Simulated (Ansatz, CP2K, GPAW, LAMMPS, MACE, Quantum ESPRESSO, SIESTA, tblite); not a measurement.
# Liquid Al56Cu44 (at. %) at 1700 K (71 atoms) in SIESTA, part 2 of 2

Aim: run liquid Al56Cu44 (at. %) at 1700 K (71 atoms) in SIESTA and see how near its forces come to a plane-wave reference, and at what cost.

Program: SIESTA 5.4.2; the method stands at each step. Banners, paths, timers and routine set-up lines are dropped from the logs unmarked, and long logs keep their key lines alone; longer cuts are marked. The potentials were converted by us to PSML.

So far. Step 2 (PBE, DZP, shift 0.01 Ry, mesh 500 Ry): Forces lie 7.7 % from the reference's, at 0.90 times its CPU time (on 2 against 4 cores). Step 3 (PBE, SZP, shift 0.01 Ry, mesh 500 Ry): Against the first run (7.7 %), the force difference from the reference is 23 %, at 0.75 times the CPU time, with 763 basis functions against 1109: the smaller basis costs accuracy.

In doubt: a PseudoDojo file used here is known to give poor structures and forces (steps 2, 3, 4), which bears on pressures, cells, forces and phonons.

**4. PBE, DZP, shift 0.01 Ry, mesh 150 Ry**

Method: Kohn-Sham DFT, PBE, PseudoDojo 0.4.1 norm-conserving pseudopotentials (converted to PSML), numerical atomic orbitals (DZP), diagonalisation.

Input file input.fdf:

```
SystemLabel cell
NumberOfAtoms 71
NumberOfSpecies 2
%block ChemicalSpeciesLabel
  1 13 Al
  2 29 Cu
%endblock ChemicalSpeciesLabel
LatticeConstant 1.0 Ang
%block LatticeVectors
  10.68344 0.00000 0.00000
  0.00000 10.68344 0.00000
  0.00000 0.00000 10.68344
%endblock LatticeVectors
PAO.BasisSize DZP
PAO.EnergyShift 0.01 Ry
XC.Functional GGA
XC.Authors PBE
MeshCutoff 150 Ry
%block kgrid_Monkhorst_Pack
  1 0 0 0.0
  0 1 0 0.0
  0 0 1 0.0
%endblock kgrid_Monkhorst_Pack
SolutionMethod diagon
OccupationFunction FD
ElectronicTemperature 580 K
SCF.Mixer.Method Pulay
SCF.Mixer.Weight 0.05
SCF.Mixer.History 8
SCF.Mix Hamiltonian
MaxSCFIterations 300
SCF.DM.Tolerance 1e-04
SCF.H.Tolerance 1.0e-3 eV
WriteForces T
Write.HirshfeldPop T
Write.VoronoiPop T
Write.DM F
Write.H F
XML.Write F
AtomicCoordinatesFormat Fractional
%block AtomicCoordinatesAndAtomicSpecies
[... 71 atom lines left out: the same atoms as in the first run ...]
%endblock AtomicCoordinatesAndAtomicSpecies
```

The run is started by

```sh
$ OMP_NUM_THREADS=1 mpirun -np 2 siesta < input.fdf > output.txt
```

Output:

```text
Version         : 5.4.2
reinit: System Name:
reinit: System Label: cell
initatom: Reading input for the pseudopotentials and atomic orbitals ----------
Species number:   1 Atomic number:   13 Label: Al
Species number:   2 Atomic number:   29 Label: Cu
Ground state valence configuration (from tables):   3s02  3p01  3d00  4f00
[... lines left out ...]
        iscf     Eharris(eV)        E_KS(eV)     FreeEng(eV)     dDmax    Ef(eV) dHmax(eV)
[... lines left out ...]
SCF Convergence by DM+H criterion
[... lines left out ...]
SCF cycle converged after 24 iterations
[... lines left out ...]
   Max    3.274895
[... lines left out ...]
   Max    3.274895    constrained
Stress tensor Voigt[x,y,z,yz,xz,xy] (kbar):       44.04       26.68       14.37      -14.53       15.72       -0.78
[... lines left out ...]
siesta: FreeEng =   -162414.164537
[... lines left out ...]
siesta:         Fermi =      -3.814340
[... lines left out ...]
siesta:          -0.01770265         -0.03100085  eV/Ang**3
siesta:         -28.36276790        -49.66883304  kBar
    Orbital volume contribution        =          64.267097 eV
    (Free)E + p_basis*V_orbitals       =     -162349.897440 eV
    (Free)Eharris+ p_basis*V_orbitals  =     -162349.897448 eV
Hirshfeld Atomic Populations:
Atom #   charge [q] valence [e]  Species
     1    -0.225241    3.225241  Al
     2    -0.147734    3.147734  Al
     3    -0.173561    3.173561  Al
[...]
41     0.258780   18.741220  Cu
    42     0.291572   18.708428  Cu
    43     0.300863   18.699137  Cu
[...]
--------------------
 Total    -0.000076
Voronoi Atomic Populations:
Atom #   charge [q] valence [e]  Species
[...]
39    -0.112449    3.112449  Al
    40    -0.130580    3.130580  Al
[...]
70     0.208344   18.791656  Cu
    71     0.108062   18.891938  Cu
--------------------
 Total    -0.000077
```

The job ended after 1.8 min (2 MPI ranks of Arm Neoverse V2, shared host; peak memory 0.89 GiB; 3.6 min of CPU time).

Compared with the plane-wave run:

```
r.m.s. force component                          : 1.021 eV/Å
r.m.s. difference of force components           : 78.63 meV/Å
longest difference of force vectors             : 266.9 meV/Å
force difference over r.m.s. force              : 8.121 %
slope of forces against the reference's         : 1.053
correlation of force components                 : 0.9983
pressure                                        : -2.836 GPa
pressure difference                             : -0.9316 GPa
energy less the same-level run's                : -6.814 meV/atom
r.m.s. force difference from the same-level run : 21.31 meV/Å
```

This is a coarse setting, run to see what it loses.

Against the first run (7.7 %), the force difference from the reference is 8.1 %, at 0.21 times the CPU time: the change moves forces by 21 meV/Å r.m.s., so most of the difference comes from elsewhere.

**5. The ladder**

Differences are against the plane-wave reference, forces as r.m.s. over components; share is that over the reference's r.m.s. force, slope the least-squares factor from reference forces to these. Total energies of different programs have different zeros and aren't compared.

```tsv
run	Δ force, r.m.s. (meV/Å)	share (%)	slope	Δ pressure (GPa)	cores	CPU time	memory (GiB)
reference	-	-	-	-	4	19 min	4.6
SIESTA PBE, DZP, shift 0.01 Ry, mesh 500 Ry	75.0	7.74	1.052	-1.07	2	17 min	2.8
SIESTA PBE, SZP, shift 0.01 Ry, mesh 500 Ry (coarse)	224	23.1	1.164	0.974	2	13 min	2.4
SIESTA PBE, DZP, shift 0.01 Ry, mesh 150 Ry (coarse)	78.6	8.12	1.053	-0.932	2	3.6 min	0.89
```

Rows marked coarse were listed beforehand as settings not expected to be converged; some can still land near the reference.

CPU time is summed over cores on a shared host, where runs went side by side, so it is rough. Symmetry, cutoffs, thresholds, outputs and thread counts weren't matched or tuned between programs; memory under MPI is the largest rank's times the ranks.

Within one program, basis, potentials and functional, energies share a zero. Each run against its twin at the usual cutoff or grid and solver:

```tsv
run	twin	Δ energy (meV/atom)	Δ force, r.m.s. (meV/Å)	CPU time over the twin's
SIESTA PBE, DZP, shift 0.01 Ry, mesh 150 Ry	DZP, shift 0.01 Ry, mesh 500 Ry	-6.81	21.3	0.21
```

**6. Outcome**

| Item | Value |
| --- | --- |
| nearest in forces | SIESTA PBE, DZP, shift 0.01 Ry, mesh 500 Ry, 7.7 % |
| its CPU time | 17 min |

The PBE run in local orbitals, coarse settings apart, differs by 7.7 % (SIESTA PBE, DZP, shift 0.01 Ry, mesh 500 Ry); basis, grid and potentials can all enter. Runs with settings chosen to be coarse differ by 8.1 % (SIESTA PBE, DZP, shift 0.01 Ry, mesh 150 Ry) to 23 % (SIESTA PBE, SZP, shift 0.01 Ry, mesh 500 Ry), their programs' other errors included. One electronic-structure run takes under half the reference's CPU time: SIESTA PBE, DZP, shift 0.01 Ry, mesh 150 Ry, at 8.1 % in 3.6 min against 19 min. SIESTA PBE, SZP, shift 0.01 Ry, mesh 500 Ry stiffens the forces by a factor of 1.16 while following their directions (correlation 0.990); the slopes of the 3 SIESTA runs lie between 1.05 and 1.16. The potentials hold different valence shells: 461 electrons in the reference, 709 in SIESTA; this bears on time and differences. The reference's pressure holds the uncorrected Pulay stress of its 60 Ry basis, so small pressure differences, and their order, may be the reference's own error. A potential file of the SIESTA runs is in doubt, which bears on their forces and pressure. The frame stands for 1700 K, but pressures are static and levels are smeared at 580 K, under the temperature of the frame, which matters where levels are partly filled. The electron count is odd in these runs, and they have no spin polarisation, so the unpaired electron is spread evenly over both spins. The network of bonds at the start is that of the classical potential that made the cell, and needn't be the one that DFT or experiment would give. The electronic-structure runs sample only Γ, in a cell whose shortest periodic width is 11 Å, which is coarse for a cell with partly filled levels.

[Also dropped from logs without a mark: logging warnings of Python, and SIESTA's first energy breakdown and zero terms.]

[Logs are printed without paths, hosts, clocks, repeated set-up lines and the standing remarks that a program may print on its own settings, such as how far it seeks lower states.]

[Hosts, paths, dates, database ids (printed as entryN), source tags and the programs' standing remarks are cut or masked in the printed files.]
